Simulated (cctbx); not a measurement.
## Finding the light atoms

Cell a = 4.0760 Å, b = 13.6880 Å, c = 14.0380 Å, α = 90.00°, β = 90.00°, γ = 90.00°; space group Cmcm (no. 63); content Tl4 Ho8 Se16 Li4. The heavier atoms are placed; Li is still missing.

The data are simulated with cctbx, not measured: Mo Kα, λ = 0.71073 Å, to d = 0.65 Å, 70 % of the full sphere, strongest reflection 40000 counts, noise from counting, a 1.5 % proportional error and a noise floor of 2 counts (s.d.); no absorption.

Refinement without Li (map in e/Å³):

```text
Rint 0.019, 861 unique reflections to 0.65 A
cycle     R1     wR2    GooF  max shift (A)
   1  0.1780  0.3671  20.729   0.02102
   2  0.0187  0.0422   2.381   0.00000
final R1 0.0187 wR2 0.0422 GooF 2.381  parameters 11  data/parameter 78.3
atom        x        y        z      Ueq    occ   su(xyz)  su(Uiso or U11)
Tl1    0.50000  0.38859  0.25000   0.0042  1.000  0.00002  0.0001
Ho1    0.50000  0.13740  0.06640   0.0055  1.000  0.00002  0.0001
Se1    0.50000  0.23221  0.89172   0.0035  1.000  0.00004  0.0001
Se2    0.00000  0.00000  0.00000   0.0045  1.000  0.00000  0.0001
Se3    0.50000  0.06324  0.25000   0.0058  1.000  0.00006  0.0001
difference map: max 9.90 min -4.16 rms 0.35
Q1    0.0000  0.1645  0.2500    4   10.33  2.44 A from Se1
Q2    0.0992  0.3631  0.5665   16    4.66  0.40 A from Ho1
Q3    0.0000  0.1120  0.7185    8    1.70  0.44 A from Tl1
Q4    0.1023  0.4440  0.7500    8    1.08  0.43 A from Se3
Q5    0.0000  0.4210  0.5373    8    1.00  0.90 A from Ho1
Q6    0.0000  0.0250  0.5221    8    0.96  0.46 A from Se2
Q7    0.0000  0.3013  0.5874    8    0.95  0.89 A from Ho1
Q8    0.0000  0.2858  0.6485    8    0.89  1.56 A from Ho1
```

Simulated single-crystal data (cctbx): neutrons of λ = 0.84 Å, to d = 0.7 Å, 70 % of the full sphere, strongest reflection 5000 counts, noise from counting, a 1.5 % proportional error and a noise floor of 2 counts (s.d.); no absorption.

Refinement without Li (map in fm/Å³; only maxima are listed):

```text
Rint 0.034, 697 unique reflections to 0.70 A
cycle     R1     wR2    GooF  max shift (A)
   1  0.2077  0.4116  13.883   0.05836
   2  0.0820  0.1620   5.465   0.00001
final R1 0.0820 wR2 0.1620 GooF 5.465  parameters 11  data/parameter 63.4
atom        x        y        z      Ueq    occ   su(xyz)  su(Uiso or U11)
Tl1    0.50000  0.38866  0.25000   0.0041  1.000  0.00014  0.0004
Ho1    0.50000  0.13738  0.06632   0.0053  1.000  0.00011  0.0004
Se1    0.50000  0.23214  0.89164   0.0036  1.000  0.00011  0.0003
Se2    0.00000  0.00000  0.00000   0.0042  1.000  0.00000  0.0004
Se3    0.50000  0.06338  0.25000   0.0057  1.000  0.00016  0.0004
difference map: max 1.84 min -16.71 rms 0.39
Q1    0.0000  0.1765  0.2020    8    1.95  1.81 A from Se1
Q2    0.1698  0.1634  0.2500    8    1.38  1.92 A from Se3
Q3    0.0000  0.2125  0.2500    4    1.31  2.13 A from Se1
Q4    0.0000  0.1250  0.2222    8    1.25  2.24 A from Se3
Q5    0.0766  0.3589  0.5673   16    1.13  0.32 A from Ho1
Q6    0.0000  0.2678  0.1039    8    1.10  0.06 A from Se1
Q7    0.0000  0.1210  0.7500    4    1.09  0.13 A from Tl1
Q8    0.0000  0.0000  0.0000    4    1.07  0.00 A from Se2
```

**Question.** Where is Li, and which data fix it better?

Li sits at (0, 0.1637, 1/4). Adding it takes R1 from 0.019 to 0.014 with X-rays and from 0.082 to 0.016 with neutrons. Its largest coordinate s.u. is 0.00093 with X-rays and 0.00016 with neutrons, so neutrons fix it better in these data. In the X-ray map Q1 marks it. No listed neutron peak is on it. Natural Li has a negative scattering length, so it shows as a hole in the neutron map (minimum -16.7), not among the maxima.

Final neutron refinement:

```text
Rint 0.034, 697 unique reflections to 0.70 A
cycle     R1     wR2    GooF  max shift (A)
   1  0.1932  0.3792  12.807   0.05766
   2  0.0164  0.0356   1.203   0.00000
final R1 0.0164 wR2 0.0356 GooF 1.203  parameters 13  data/parameter 53.6
atom        x        y        z      Ueq    occ   su(xyz)  su(Uiso or U11)
Tl1    0.50000  0.38856  0.25000   0.0042  1.000  0.00003  0.0001
Ho1    0.50000  0.13741  0.06639   0.0054  1.000  0.00002  0.0001
Se1    0.50000  0.23221  0.89167   0.0035  1.000  0.00002  0.0001
Se2    0.00000  0.00000  0.00000   0.0046  1.000  0.00000  0.0001
Se3    0.50000  0.06318  0.25000   0.0058  1.000  0.00003  0.0001
Li1    0.00000  0.16376  0.25000   0.0100  1.000  0.00016  0.0004
difference map: max 0.80 min -0.67 rms 0.09
Q1    0.1058  0.3603  0.5639   16    0.87  0.43 A from Ho1
Q2    0.0000  0.4009  0.7500    4    0.41  0.49 A from Se3
Q3    0.0000  0.1220  0.7204    8    0.34  0.44 A from Tl1
Q4    0.0000  0.1800  0.5777    8    0.30  2.20 A from Se1
Q5    0.0000  0.3011  0.5994    8    0.28  0.96 A from Ho1
Q6    0.0000  0.4451  0.2500    4    0.27  1.62 A from Se3
```

This is a model crystal, built by substitution and not relaxed, with assumed displacement parameters.

[Middle refinement cycles are left out of these outputs.]

[Logs are printed without paths, hosts, clocks, repeated set-up lines and the standing remarks that a program may print on its own settings, such as how far it seeks lower states.]
